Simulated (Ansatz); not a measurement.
## Cd2H2ClO2F: complex band structure: complex bands, plane (100), k-mesh 8×4×8

Ansatz 0.2.0; PBE DFT, plane waves, PAW files; complex bands by layer matching along the plane's normal.

The same for the (100) plane, at (0, 0) and (0.5, 0), to see how the decay depends on direction.

The structure was built from a prototype and need not be the compound's stable phase.

Input file input.yaml:

```yaml
crystal:
  lattice:
    - [3.645043577, 0.0, 0.0]
    - [0.0, 10.037413329, 0.0]
    - [1.822521789, 0.0, 3.156700336]
  atoms:
    - { symbol: Cd, position: [0.6666666667, 0.4801773031, 0.6666666667] }
    - { symbol: Cd, position: [0.3333333333, 0.0225077552, 0.3333333333] }
    - { symbol: H, position: [0.0, 0.2948985126, 0.0] }
    - { symbol: H, position: [0.0, 0.8399991204, 0.0] }
    - { symbol: F, position: [0.6666666667, 0.1421502189, 0.6666666667] }
    - { symbol: Cl, position: [0.3333333333, 0.6502470454, 0.3333333333] }
    - { symbol: O, position: [0.0, 0.3919617775, 0.0] }
    - { symbol: O, position: [0.0, 0.9372362668, 0.0] }
kpoints:
  mp_grid: { grid: [8, 4, 8] }
scf:
  occupations: { method: fixed }
hamiltonian:
  xc: pbe
output:
  eigenvalues: true
  transmission:
    leads: [[0, 0]]
    kpoints: [[0.0, 0.0], [0.5, 0.0]]
    e_range: [-1.0, 3.17]
    de: 0.08
```

The run is started by

```bash
> ansatz run input.yaml --threads 2 --pin off --max-ram 4096MiB --backend cpu --events-out ev --progress --plain --runs-dir out
```

Before running it: what should come out for the im kz of the slowest decaying states against energy?

Inside the gap the slowest decay grows from the band edges towards mid-gap. At its top, κ = 0.27 Å⁻¹, tunnelling falls as exp(−2κL), a factor of 1.7 for each Å.

Numbers from this step:

```yaml
decay_constant_at_the_filling_level_zone_centre: 0.2557 Å⁻¹
decay_constant_at_the_filling_level_slowest_listed_point: 0.2557 Å⁻¹
```

K parallel (0, 0); values up to 1.5 1/Å, a degenerate pair printed once or twice; energies at which all values exceed this have no row. The Im kz of the slowest decaying states by energy, zero at the highest filled level on the SCF mesh:

| energy (eV) | decay 1 (Å⁻¹) | decay 2 (Å⁻¹) | decay 3 (Å⁻¹) | decay 4 (Å⁻¹) |
| --- | --- | --- | --- | --- |
| -1.00 | 0.185 | 0.468 | 0.648 | 0.750 |
| -0.76 | 0.502 | 0.607 | 0.826 | 0.998 |
| -0.60 | 0.122 | 0.260 | 0.272 | 0.276 |
| -0.36 | 0.201 | 0.383 | 0.536 | 0.541 |
| -0.20 | 0.143 | 0.239 | 0.299 | 0.433 |
| -0.04 | 0.201 | 0.275 | 0.424 | 0.470 |
| 0.04 | 0.0771 | 0.214 | 0.218 | 0.293 |
| 0.28 | 0.197 | 0.244 | 0.341 | 0.439 |
| 0.44 | 0.247 | 0.367 | 0.501 | 0.543 |
| 0.68 | 0.273 | 0.398 | 0.564 | 0.566 |
| 0.84 | 0.267 | 0.301 | 0.414 | 0.579 |
| 1.08 | 0.256 | 0.333 | 0.433 | 0.586 |
| 1.32 | 0.238 | 0.356 | 0.446 | 0.586 |
| 1.48 | 0.222 | 0.369 | 0.451 | 0.586 |
| 1.72 | 0.187 | 0.384 | 0.455 | 0.584 |
| 1.88 | 0.154 | 0.392 | 0.455 | 0.582 |
| 2.12 | 0.0650 | 0.401 | 0.450 | 0.578 |
| 2.36 | 0.407 | 0.441 | 0.573 | 0.605 |
| 2.52 | 0.410 | 0.431 | 0.569 | 0.601 |
| 2.76 | 0.412 | 0.563 | 0.592 | 0.765 |
| 2.92 | 0.399 | 0.410 | 0.557 | 0.584 |
| 3.16 | 0.370 | 0.408 | 0.548 | 0.570 |

K parallel (0, 0). Table of Re kz of states that move upwards by energy, zero at the highest filled level on the SCF mesh:

| energy (eV) | channel 1 (Å⁻¹) | channel 2 (Å⁻¹) | channel 3 (Å⁻¹) | channel 4 (Å⁻¹) | channel 5 (Å⁻¹) |
| --- | --- | --- | --- | --- | --- |
| -1.00 | -0.429 | -0.411 | -0.201 | - | - |
| -0.84 | -0.496 | -0.372 | -0.264 | -0.126 | 0.710 |
| -0.68 | -0.376 | -0.302 | - | - | - |
| -0.52 | -0.585 | -0.307 | -0.216 | - | - |
| -0.36 | -0.246 | -0.211 | -0.0944 | - | - |
| -0.20 | -0.178 | - | - | - | - |
| -0.04 | -0.248 | -0.0770 | - | - | - |
| 0.20 | - | - | - | - | - |
| 0.36 | - | - | - | - | - |
| 0.52 | - | - | - | - | - |
| 0.68 | - | - | - | - | - |
| 0.84 | - | - | - | - | - |
| 1.00 | - | - | - | - | - |
| 1.16 | - | - | - | - | - |
| 1.32 | - | - | - | - | - |
| 1.48 | - | - | - | - | - |
| 1.64 | - | - | - | - | - |
| 1.80 | - | - | - | - | - |
| 1.96 | - | - | - | - | - |
| 2.20 | 0.0547 | - | - | - | - |
| 2.36 | 0.136 | - | - | - | - |
| 2.52 | 0.188 | - | - | - | - |
| 2.68 | 0.232 | - | - | - | - |
| 2.84 | 0.271 | - | - | - | - |
| 3.00 | 0.307 | - | - | - | - |
| 3.16 | 0.342 | - | - | - | - |

K parallel (0.5, 0); values up to 1.5 1/Å, a degenerate pair printed once or twice; energies at which all values exceed this have no row. Table of Im kz of the slowest decaying states by energy, zero at the highest filled level on the SCF mesh:

| energy (eV) | decay 1 (Å⁻¹) | decay 2 (Å⁻¹) | decay 3 (Å⁻¹) | decay 4 (Å⁻¹) |
| --- | --- | --- | --- | --- |
| -1.00 | 0.0316 | 0.288 | 0.309 | 0.632 |
| -0.76 | 0.145 | 0.813 | 0.878 | 0.990 |
| -0.60 | 0.183 | 0.880 | 0.970 | 1.30 |
| -0.36 | 0.292 | 0.377 | 0.840 | 0.935 |
| -0.20 | 0.360 | 0.584 | 0.767 | 0.910 |
| -0.04 | 0.160 | 0.408 | 0.721 | 0.884 |
| 0.04 | 0.202 | 0.427 | 0.742 | 0.870 |
| 0.28 | 0.281 | 0.475 | 0.802 | 0.815 |
| 0.44 | 0.317 | 0.500 | 0.766 | 0.845 |
| 0.68 | 0.358 | 0.531 | 0.713 | 0.896 |
| 0.84 | 0.379 | 0.548 | 0.692 | 0.921 |
| 1.08 | 0.404 | 0.570 | 0.672 | 0.950 |
| 1.32 | 0.424 | 0.588 | 0.659 | 0.976 |
| 1.48 | 0.435 | 0.598 | 0.651 | 0.992 |
| 1.72 | 0.447 | 0.611 | 0.641 | 1.02 |
| 1.88 | 0.453 | 0.620 | 0.634 | 1.04 |
| 2.12 | 0.460 | 0.627 | 0.986 | 1.08 |
| 2.36 | 0.464 | 0.623 | 0.628 | 0.959 |
| 2.52 | 0.464 | 0.614 | 0.635 | 0.946 |
| 2.76 | 0.463 | 0.604 | 0.640 | 0.929 |
| 2.92 | 0.461 | 0.596 | 0.643 | 0.919 |
| 3.16 | 0.455 | 0.584 | 0.646 | 0.905 |

[Logs are printed without paths, hosts, clocks, repeated set-up lines and the standing remarks that a program may print on its own settings, such as how far it seeks lower states.]

[Hosts, paths, dates, database ids (printed as entryN), source tags and the programs' standing remarks are cut or masked in the printed files.]
